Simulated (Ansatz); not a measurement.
# linear Y chain: one chain at several levels of theory

How many channels does the linear Y chain carry, and how sure is the answer?

Program: Ansatz 0.2.0. Level of theory: DFT PBE, plane waves, PAW; relaxation of a chain's period, in the first sound run; inputs show where later runs differ. Results are calculated unless marked as measured.

**1. The starting structure**

The cell holds 1 atom: 1 Y. Its edges and angles: a = 12.000 Å, b = 12.000 Å, c = 3.534 Å, α = 90.0°, β = 90.0°, γ = 90.0°. Vacuum lies along a and b. The structure's axis is c.

**2. The relaxed wire, level PBE, cutoff 420 eV**

Band widths follow the bond lengths, so the chain is relaxed first. The atoms and the third cell vector are free; the box across stays fixed as vacuum. Moments are seeded so that a magnetic state can form if it lies lower. A Fermi-Dirac smearing is set since the result may be a metal. The pressure printed is a third of the stress's trace over the whole box, vacuum included; only the stress along the axis is relaxed.

input.yaml

```yaml
crystal:
  lattice:
    - [12.0, 0.0, 0.0]
    - [0.0, 12.0, 0.0]
    - [0.0, 0.0, 3.534]
  atoms:
    - { symbol: "Y", position: [0.5, 0.5, 0.0], spin: 1.0 }
magnetization:
  spin_polarized: true
kpoints:
  mp_grid: { grid: [1, 1, 23] }
scf:
  occupations: { method: fermi_dirac, width: 0.05 }
hamiltonian:
  xc: pbe
relax:
  cell: { fix: [a, b, alpha, beta, gamma] }
  max_steps: 60
```

Started as:

```console
ansatz run input.yaml --threads 8 --pin off --max-ram 16384MiB --backend cpu --events-out ev --progress --plain --runs-dir out
```

Numbers of over 12 decimals in the logs are rounded to 6 here.

What it wrote:

```text
Engine: ansatz 0.2.0, aarch64-unknown-linux-gnu
Pseudopotentials: kind: paw
Pseudopotential: Y, paw, valence charge 11, recommended cutoff 420 eV (normal), Y.paw.azcp
Functional definition: PBE
  parameter kappa = 0.804
  parameter beta = 0.066725
  exchange = pbe_x(kappa = kappa, mu = beta*pi^2/3)
  correlation = pbe_c(beta = beta)
Crystal: 1 atoms, lattice volume = 508.896 Å³
Basis set: ecut = 420 eV, 9891 PW (Γ), exchange–correlation on 162×162×48 points (8 copies of the dense FFT grid, shifted against one another)
Bands: 10, of which v1, the nominal top of the filled ones, is band 6 counted from 1 (5 counted from 0)
Symmetry: 16 space group operations
Space group: P4/mmm (ITA 123), of the structure as read, at distance tolerance 8.0e-5 Å
Magnetic group: BNS 123.339 (UNI 999), of the structure as read, at distance tolerance 8.0e-5 Å
k-points: 12 of 23
Non-local potential: Y, projectors of the file, l = 0: 3, l = 1: 2, l = 2: 2, l = 3: 1
PAW form: soft (Blöchl's): semilocal exchange-correlation on the pseudo side does not see the compensation charge
PAW one-centre angular grid: Y, 590 points (default); XC on 64 Gauss nodes
Initial density: superposition of atomic densities (neutral atoms: chi_scale 0, normalization atom)
Starting moments: Σ|m| = 1 μB on 1 of 1 site
Initial wavefunctions: pseudopotential atomic-orbital guess
Functional: x = pbe(κ = 0.804, μ = 0.219515), c = pbe(β = 0.066725)
SCF iter   1: F=—  HF=-3845.651844 eV  |F-HF|=—  |Δ(HF+E_count)|=         —  Δρ=5.91e-3 (↑5.91e-3 ↓3.14e-3)  dr2=1.01e0  dr2_m=1.77e-2  M=1.183 μB ∫|m|=1.183 μB  β_m=0.30  ethr=3.10e-3  ⟨swp⟩=5.5  Hψ=1552  notcnv=0
Mixer restart at iter 1: flushing history
preconditioner: auto → LDOS  [metal: Δε(μ)=0.016 eV  Ē_g=1.823 eV  σ=0.050 eV  W_gap=0.08  n_scr=20 (ndim 8)  ℏωp=2.9 eV  f_vac=0.722  D(μ)=3.87/eV (n_scr^D=20)]
spin=Collinear: LDOS preconditioning applied to the charge; magnetization (m = ρ↑ − ρ↓) channel mixes plain (no charge-response kernel on spin).
SCF iter   2: F=—  HF=-3845.588464 eV  |F-HF|=—  |Δ(HF+E_count)|=   6.34e-2  Δρ=4.48e-3 (↑4.48e-3 ↓2.19e-3)  dr2=5.78e-1  dr2_m=1.18e-2  M=1.267 μB ∫|m|=1.267 μB  β_m=0.65  ethr=3.10e-3  ⟨swp⟩=1.5  Hψ=460  notcnv=0
SCF iter   3: F=—  HF=-3845.526864 eV  |F-HF|=—  |Δ(HF+E_count)|=   6.16e-2  Δρ=1.20e-3 (↑1.20e-3 ↓1.11e-3)  dr2=1.61e-2  dr2_m=1.36e-3  M=1.534 μB ∫|m|=1.534 μB  β_m=0.82  ethr=3.10e-3  ⟨swp⟩=5.6  Hψ=2378  notcnv=0
automatic band count: the SCF goes on with 14 bands, as 10 were too few: the levels above may hold too much charge
SCF iter   4: F=—  HF=-3845.565015 eV  |F-HF|=—  |Δ(HF+E_count)|=         —  Δρ=3.41e-4 (↑3.41e-4 ↓2.92e-4)  dr2=5.11e-3  dr2_m=2.83e-5  M=1.578 μB ∫|m|=1.578 μB  β_m=0.82  ethr=1.46e-4  ⟨swp⟩=2.5  Hψ=801  notcnv=0  defer=5
SCF iter   5: F=—  HF=-3845.565316 eV  |F-HF|=—  |Δ(HF+E_count)|=   3.01e-4  Δρ=1.77e-4 (↑1.10e-4 ↓1.77e-4)  dr2=2.64e-4  dr2_m=7.13e-5  M=1.585 μB ∫|m|=1.585 μB  β_m=0.91  ethr=4.65e-5  ⟨swp⟩=2.1  Hψ=550  notcnv=0  defer=5
SCF iter   6: F=—  HF=-3845.565861 eV  |F-HF|=—  |Δ(HF+E_count)|=   5.45e-4  Δρ=6.68e-5 (↑6.68e-5 ↓5.68e-5)  dr2=1.31e-5  dr2_m=1.60e-5  M=1.578 μB ∫|m|=1.578 μB  β_m=0.96  ethr=2.40e-6  ⟨swp⟩=2.5  Hψ=615  notcnv=0  defer=5
SCF iter   7: F=—  HF=-3845.565983 eV  |F-HF|=—  |Δ(HF+E_count)|=   1.22e-4  Δρ=1.58e-5 (↑1.58e-5 ↓1.56e-5)  dr2=2.01e-6  dr2_m=7.28e-7  M=1.574 μB ∫|m|=1.574 μB  β_m=0.96  ethr=1.19e-7  ⟨swp⟩=2.4  Hψ=642  notcnv=0  defer=5
SCF iter   8: F=—  HF=-3845.565987 eV  |F-HF|=—  |Δ(HF+E_count)|=   3.88e-6  Δρ=6.42e-6 (↑5.95e-6 ↓6.42e-6)  dr2=3.02e-7  dr2_m=1.56e-7  M=1.574 μB ∫|m|=1.574 μB  β_m=0.98  ethr=1.83e-8  ⟨swp⟩=2.1  Hψ=439  notcnv=0  defer=5
SCF iter   9: F=—  HF=-3845.565989 eV  |F-HF|=—  |Δ(HF+E_count)|=   1.73e-6  Δρ=2.29e-6 (↑1.52e-6 ↓2.29e-6)  dr2=4.52e-8  dr2_m=1.47e-8  M=1.575 μB ∫|m|=1.575 μB  β_m=0.99  ethr=2.75e-9  ⟨swp⟩=2.4  Hψ=520  notcnv=0  defer=5
SCF iter  10: F=—  HF=-3845.565989 eV  |F-HF|=—  |Δ(HF+E_count)|=   1.42e-7  Δρ=6.71e-7 (↑6.71e-7 ↓5.50e-7)  dr2=2.99e-9  dr2_m=1.17e-9  M=1.575 μB ∫|m|=1.575 μB  β_m=0.97  ethr=4.11e-10  ⟨swp⟩=2.0  Hψ=481  notcnv=0  defer=5
SCF iter  11: F=-3845.565989 eV  HF=-3845.565989 eV  |F-HF|=1.51e-10  |Δ(HF+E_count)|=   5.45e-9  Δρ=1.03e-7 (↑1.03e-7 ↓7.62e-8)  dr2=8.07e-11  dr2_m=2.02e-11  M=1.575 μB ∫|m|=1.575 μB  ethr=2.71e-11  ⟨swp⟩=1.7  Hψ=912  notcnv=0
SCF 1 converged in 11 iterations: F = -3845.565989 eV  dr2 = 8.07e-11
  greatest PAW one-centre occupation: 0.994 electrons in one spin orbital (limit 2), on the Y atom at site 0 (counted from 0), in its partial waves of l = 0
relax step   1: F+E_penalty+E_count = -3845.56598877 eV  Δ(F+E_penalty+E_count) = +0.000e0 eV  max|allowed force component| = 0.000e0 eV/Å  Δτ_max = 0.0000 Å  P = -0.218 GPa  Ω = 508.896 Å³  fix = [a, b, alpha, beta, gamma]  reactions: a -0.003, b -0.003 GPa  (11 SCF iters, dr2 threshold 1.00e-7 eV, accepted)
Crystal: 1 atoms, lattice volume = 499.214 Å³
Basis set: ecut = 420 eV, 9779 PW (Γ), exchange–correlation on 162×162×48 points (8 copies of the dense FFT grid, shifted against one another)
Bands: 14, of which v1, the nominal top of the filled ones, is band 6 counted from 1 (5 counted from 0)
Initial density: handed on by an earlier stage of this run
Starting moments: Σ|m| = 1 μB on 1 of 1 site; this step starts from the density that it was given
Initial wavefunctions: those handed on with the density
iter 1 solved again at ethr=1.61e-5 eV; its pass at ethr=3.10e-3 eV (dr2=1.77e-3 eV) is discarded
SCF iter   1: F=—  HF=-3845.602087 eV  |F-HF|=—  |Δ(HF+E_count)|=         —  Δρ=3.33e-4 (↑3.33e-4 ↓1.49e-4)  dr2=1.85e-3  dr2_m=1.25e-4  M=1.592 μB ∫|m|=1.592 μB  β_m=0.65  ethr=1.61e-5  ⟨swp⟩=1.2  Hψ=2042  notcnv=0
preconditioner: auto → LDOS  [metal: Δε(μ)=0.091 eV  Ē_g=2.959 eV  σ=0.050 eV  W_gap=0.40  n_scr=12 (ndim 8)  ℏωp=2.9 eV  f_vac=0.733  D(μ)=2.43/eV (n_scr^D=8)]
spin=Collinear: LDOS preconditioning applied to the charge; magnetization (m = ρ↑ − ρ↓) channel mixes plain (no charge-response kernel on spin).
SCF iter   2: F=—  HF=-3845.603080 eV  |F-HF|=—  |Δ(HF+E_count)|=   9.93e-4  Δρ=1.95e-4 (↑1.95e-4 ↓8.53e-5)  dr2=4.52e-4  dr2_m=4.96e-5  M=1.609 μB ∫|m|=1.609 μB  β_m=0.65  ethr=1.61e-5  ⟨swp⟩=2.2  Hψ=526  notcnv=0
SCF iter   3: F=—  HF=-3845.603320 eV  |F-HF|=—  |Δ(HF+E_count)|=   2.40e-4  Δρ=7.41e-5 (↑7.41e-5 ↓6.27e-5)  dr2=4.14e-5  dr2_m=1.06e-5  M=1.626 μB ∫|m|=1.626 μB  β_m=0.82  ethr=4.11e-6  ⟨swp⟩=2.3  Hψ=535  notcnv=0
[...]
SCF iter  49: F=—  HF=-3845.717853 eV  |F-HF|=—  |Δ(HF+E_count)|=   1.14e-5  Δρ=6.68e-6 (↑6.68e-6 ↓2.72e-6)  dr2=1.06e-7  dr2_m=6.80e-8  M=0.126 μB ∫|m|=0.126 μB  β_m=0.04  ethr=1.28e-11  ⟨swp⟩=5.8  Hψ=875  notcnv=0
SCF iter  50: F=—  HF=-3845.717857 eV  |F-HF|=—  |Δ(HF+E_count)|=   4.33e-6  Δρ=9.49e-6 (↑9.49e-6 ↓3.24e-6)  dr2=2.17e-7  dr2_m=1.25e-7  M=0.111 μB ∫|m|=0.111 μB  β_m=0.01  ethr=1.28e-11  ⟨swp⟩=5.2  Hψ=797  notcnv=0
SCF iter  51: F=—  HF=-3845.717851 eV  |F-HF|=—  |Δ(HF+E_count)|=   6.51e-6  Δρ=6.17e-6 (↑6.17e-6 ↓1.92e-6)  dr2=9.87e-8  dr2_m=5.03e-8  M=0.135 μB ∫|m|=0.135 μB  β_m=0.01  ethr=1.28e-11  ⟨swp⟩=5.7  Hψ=845  notcnv=0
SCF iter  52: F=—  HF=-3845.717865 eV  |F-HF|=—  |Δ(HF+E_count)|=   1.45e-5  Δρ=1.48e-5 (↑1.48e-5 ↓4.81e-6)  dr2=6.11e-7  dr2_m=2.56e-7  M=0.092 μB ∫|m|=0.092 μB  β_m=0.02  ethr=1.28e-11  ⟨swp⟩=5.9  Hψ=887  notcnv=0  recentre
SCF iter  53: F=—  HF=-3845.717866 eV  |F-HF|=—  |Δ(HF+E_count)|=   1.16e-6  Δρ=1.85e-5 (↑1.85e-5 ↓5.47e-6)  dr2=1.28e-6  dr2_m=3.07e-7  M=0.089 μB ∫|m|=0.089 μB  β_m=0.02  ethr=1.28e-11  ⟨swp⟩=3.9  Hψ=747  notcnv=0
SCF iter  54: F=—  HF=-3845.717882 eV  |F-HF|=—  |Δ(HF+E_count)|=   1.54e-5  Δρ=2.96e-5 (↑2.96e-5 ↓1.11e-5)  dr2=4.42e-6  dr2_m=4.68e-7  M=0.062 μB ∫|m|=0.062 μB  β_m=0.01  ethr=1.28e-11  ⟨swp⟩=6.0  Hψ=852  notcnv=0  recentre
SCF iter  55: F=—  HF=-3845.717856 eV  |F-HF|=—  |Δ(HF+E_count)|=   2.61e-5  Δρ=8.23e-6 (↑8.23e-6 ↓3.25e-6)  dr2=1.39e-7  dr2_m=1.07e-7  M=0.116 μB ∫|m|=0.116 μB  β_m=0.01  ethr=1.28e-11  ⟨swp⟩=5.8  Hψ=971  notcnv=0
SCF iter  56: F=—  HF=-3845.717871 eV  |F-HF|=—  |Δ(HF+E_count)|=   1.59e-5  Δρ=2.12e-5 (↑2.12e-5 ↓6.50e-6)  dr2=1.77e-6  dr2_m=3.77e-7  M=0.079 μB ∫|m|=0.079 μB  ethr=1.28e-11  ⟨swp⟩=1.0  Hψ=1359  notcnv=0
Mixer restart at iter 56: flushing history
iteration 56: the SCF's residuals had fallen too slowly under its mixing. It goes on by minimising its free energy, and can end on another state than longer mixing would; under `scf.algorithm: density_mixing` no SCF does so, but by `scf.convergence.dm_fallback`
SCF iter  57: F=—  HF=-3845.717880 eV  |F-HF|=—  |Δ(HF+E_count)|=   8.16e-6  Δρ=7.95e-6 (↑7.95e-6 ↓7.03e-6)  dr2=3.30e-8  dr2_m=2.17e-7  M=0.067 μB ∫|m|=0.067 μB  ethr=1.28e-11  ⟨swp⟩=3.4  Hψ=2937  notcnv=0
SCF iter  58: F=—  HF=-3845.717910 eV  |F-HF|=—  |Δ(HF+E_count)|=   3.07e-5  Δρ=7.21e-6 (↑7.21e-6 ↓7.01e-6)  dr2=1.07e-6  dr2_m=4.34e-9  M=0.004 μB ∫|m|=0.004 μB  ethr=1.28e-11  ⟨swp⟩=3.7  Hψ=1999  notcnv=0
SCF iter  59: F=—  HF=-3845.717910 eV  |F-HF|=—  |Δ(HF+E_count)|=   3.30e-7  Δρ=1.28e-6 (↑1.28e-6 ↓1.18e-6)  dr2=1.76e-8  dr2_m=1.80e-9  M=0.004 μB ∫|m|=0.004 μB  ethr=1.28e-11  ⟨swp⟩=2.5  Hψ=1383  notcnv=0
SCF iter  60: F=—  HF=-3845.717910 eV  |F-HF|=—  |Δ(HF+E_count)|=   6.64e-8  Δρ=6.52e-7 (↑4.24e-7 ↓6.52e-7)  dr2=8.04e-10  dr2_m=1.07e-9  M=0.003 μB ∫|m|=0.003 μB  ethr=1.28e-11  ⟨swp⟩=2.2  Hψ=1326  notcnv=0
SCF iter  61: F=—  HF=-3845.717910 eV  |F-HF|=—  |Δ(HF+E_count)|=   7.23e-8  Δρ=4.19e-7 (↑3.84e-7 ↓4.19e-7)  dr2=2.07e-9  dr2_m=9.14e-11  M=0.001 μB ∫|m|=0.001 μB  ethr=7.31e-12  ⟨swp⟩=2.2  Hψ=1376  notcnv=0
SCF iter  62: F=—  HF=-3845.717910 eV  |F-HF|=—  |Δ(HF+E_count)|=   4.18e-9  Δρ=9.43e-8 (↑9.43e-8 ↓9.09e-8)  dr2=1.48e-10  dr2_m=1.74e-12  M=0.000 μB ∫|m|=0.000 μB  ethr=7.31e-12  ⟨swp⟩=1.5  Hψ=1051  notcnv=0
SCF iter  63: F=—  HF=-3845.717910 eV  |F-HF|=—  |Δ(HF+E_count)|=  1.36e-11  Δρ=2.05e-8 (↑1.85e-8 ↓2.05e-8)  dr2=4.93e-12  dr2_m=5.64e-13  M=0.000 μB ∫|m|=0.000 μB  ethr=1.00e-12  ⟨swp⟩=4.5  Hψ=1365  notcnv=0
SCF iter  64: F=-3845.717910 eV  HF=-3845.717910 eV  |F-HF|=1.36e-12  |Δ(HF+E_count)|=  2.41e-11  Δρ=6.53e-9 (↑6.53e-9 ↓5.73e-9)  dr2=2.42e-13  dr2_m=1.28e-13  M=0.000 μB ∫|m|=0.000 μB  ethr=1.00e-12  ⟨swp⟩=4.5  Hψ=1288  notcnv=0
SCF iter  65: F=-3845.717910 eV  HF=-3845.717910 eV  |F-HF|=4.55e-13  |Δ(HF+E_count)|=  4.55e-13  Δρ=6.53e-9 (↑6.53e-9 ↓5.73e-9)  dr2=2.42e-13  dr2_m=1.28e-13  M=0.000 μB ∫|m|=0.000 μB  ethr=1.00e-12  ⟨swp⟩=4.0  Hψ=1159  notcnv=0
SCF 6 converged in 65 iterations: F = -3845.717910 eV  dr2 = 2.42e-13
relax step   6: F+E_penalty+E_count = -3845.71791005 eV  Δ(F+E_penalty+E_count) = +1.287e-5 eV  max|allowed force component| = 0.000e0 eV/Å  Δτ_max = 0.0000 Å  P = -0.006 GPa  Ω = 433.815 Å³  fix = [a, b, alpha, beta, gamma]  reactions: a -0.004, b -0.004 GPa  stress off target by 7.82e-3 GPa on what of the cell is left free  SCF on the basis re-selected at this cell (its energy is not comparable with the rows above)  (65 SCF iters)
basis re-selected at this cell: Δ(F+E_penalty+E_count) = +1.287e-5 eV, ΔP = -0.003 GPa vs the last step (what re-selecting the basis moved, of the pressure what is left beyond the Pulay correction that the steps carried, after the strain that the cell walked since its last selection, with what the two solves' SCF thresholds leave and, on support functions, any second-order correction that the steps lacked; it is no measure of the basis error at this ecutwfc). This SCF's stress stands 7.82e-3 GPa from its target on what of the cell is left free (relax.cell.stress_tol is 5.00e-2 GPa) and its largest allowed force component is 0.00e0 eV/Å (relax.f_tol is 1.00e-2 eV/Å): [rest of the remark cut]
SCF converged after 65 iterations
Stability not told: the SCF's own minimisation came to no verdict on its close; the lowest value that the minimisation read is 4.1e-2 (residual 2.8e-4): no lower mode is shown, and none is ruled out
Magnetization: 0.0000 μB (5.5000 up, 5.5000 down)
Absolute magnetization: 0.0000 μB (∫|ρ↑−ρ↓|, with the PAW one-centre terms)
Spin contamination: 0.0000 ħ² per cell (⟨S²⟩ above its minimum at these occupations)
Per-site moments (μB) at R_I (Å): [(1.5738747427485498e-5, 1.242699)]
Free energy (F): -3845.717910 eV
Harris-Foulkes:  -3845.717910 eV  (|F-HF|=4.55e-13)
Internal energy: -3845.695368 eV  (E = F + TS)
E sigma→0 (E₀):  -3845.706639 eV
Entropy (-TS):   -0.022542 eV (-22.542 meV/atom)
Fermi energy:    -1.840642 eV
--- Per-component energies (eV) ---
  E_band       = -250.792843
  E_kinetic    = 304.539349
  E_local      = -2001.501109  (includes V_loc(G=0)·N_el)
  E_nonlocal   = 51.331820
  E_hartree    = 822.110994
  E_xc         = -170.920943
  E_vxc        = -195.826867  (∫ρ·V_xc dr)
  E_paw        = -2825.598366  (= ΣΔE_a)
  E_vpaw       = -53.558049  (= ΣTr[D̂ρ^β])
  E_aug_tail   = 0.000003  (compensation charges beyond the density's cutoff)
  E_ewald      = -25.657116
  E_smearing   = -0.022542  (= −TS)
  E_closure    = -0.000000  (closes the sum)
  Σ components = -3845.717910   (vs F -3845.717910, Δ=0.00e0)
--- Forces (eV/Å), atoms counted from 1 ---
  atom   1  Y      0.00000000     0.00000000     0.00000000
  max |Σ_I F_I| component: 6.31e-30 eV/Å
--- Stress (GPa, compression-positive) ---
       -0.004413       0.000000       0.000000
        0.000000      -0.004413       0.000000
        0.000000       0.000000      -0.007815
  P = ⅓ Tr σ = -0.0055 GPa (-0.055 kbar)
--- Band table (eV; the first three rows and the last of 24) ---
  k-point 0 ↑: bands = [... 2 lower, -25.5631, -24.4713, -4.2281, -1.9814, -1.2797, -1.2721, -1.0726, -1.0726, ... 4 higher]
  k-point 1 ↑: bands = [... 2 lower, -25.5602, -24.4971, -4.1648, -1.9316, -1.2582, -1.2508, -1.0710, -1.0710, ... 4 higher]
  k-point 2 ↑: bands = [... 2 lower, -25.5518, -24.5722, -3.9812, -1.7801, -1.1944, -1.1873, -1.0728, -1.0728, ... 4 higher]
  k-point 11 ↓: bands = [... 2 lower, -25.4061, -25.4061, -2.3655, -2.3655, -0.1855, 0.2401, 0.2404, 0.7018, ... 4 higher]
--- Relaxed structure (5 steps of the walk, 5 accepted, 1 SCFs on fresh bases) ---
  F+E_penalty+E_count = -3845.71791005 eV   max|allowed force component| = 0.000e0 eV/Å   (the final SCF, on the basis selected at the relaxed cell)
  cell:  # Å, volume = 433.8148 Å³
    - [12.0, 0.0, 0.0]
    - [0.0, 12.0, 0.0]
    - [0.0, 0.0, 3.012603]
  atoms:
    - { symbol: Y, position: [0.5, 0.5, 0.0] }
```

Elapsed: 57 s, on 8 threads of Arm Neoverse V1, shared host; peak memory 1 GiB.

The steps of the relaxation:

| step | energy less that of the first step (eV) | largest force component (eV/Å) | pressure (GPa) | volume (Å³) |
| --- | --- | --- | --- | --- |
| 1 | 0.0000 | 0.0000 | -0.22 | 508.90 |
| 2 | -0.0374 | 0.0000 | -0.20 | 499.21 |
| 3 | -0.1040 | 0.0000 | -0.08 | 474.41 |
| 4 | -0.1212 | 0.0000 | -0.11 | 458.62 |
| 5 | -0.1519 | 0.0000 | 0.00 | 433.81 |
| 6* | -0.1519 | 0.0000 | -0.01 | 433.81 |

Relaxation steps marked * repeat the geometry before them on a plane-wave basis chosen anew for their cell, so energy and pressure can jump there.

| cell as run | before | after | change |
| --- | --- | --- | --- |
| c (Å) | 3.534 | 3.013 | -14.8 % |

Final coordinates:

```cif
data_structure
_symmetry_space_group_name_H-M 'P 1'
_symmetry_Int_Tables_number 1
_cell_length_a 12.0000
_cell_length_b 12.0000
_cell_length_c 3.0126
_cell_angle_alpha 90.000
_cell_angle_beta 90.000
_cell_angle_gamma 90.000
_cell_volume 433.81
loop_
_atom_site_label
_atom_site_type_symbol
_atom_site_fract_x
_atom_site_fract_y
_atom_site_fract_z
_atom_site_occupancy
Y1 Y 0.50000 0.50000 0.00000 1
```

This step gave:

* energy at zero smearing: -3845.7066 eV
* cell length along the wire: 3.013 Å

The cell's length comes to 3.013 Å with no moment. That is -15 % against the start, more than a small adjustment.

The cell shrank by 14.8 % in its periodic edges.

(Continued in part 2 of 3.)

[Logs are printed without paths, hosts, clocks, repeated set-up lines and the standing remarks that a program may print on its own settings, such as how far it seeks lower states.]

[Hosts, paths, dates, database ids (printed as entryN), source tags and the programs' standing remarks are cut or masked in the printed files.]
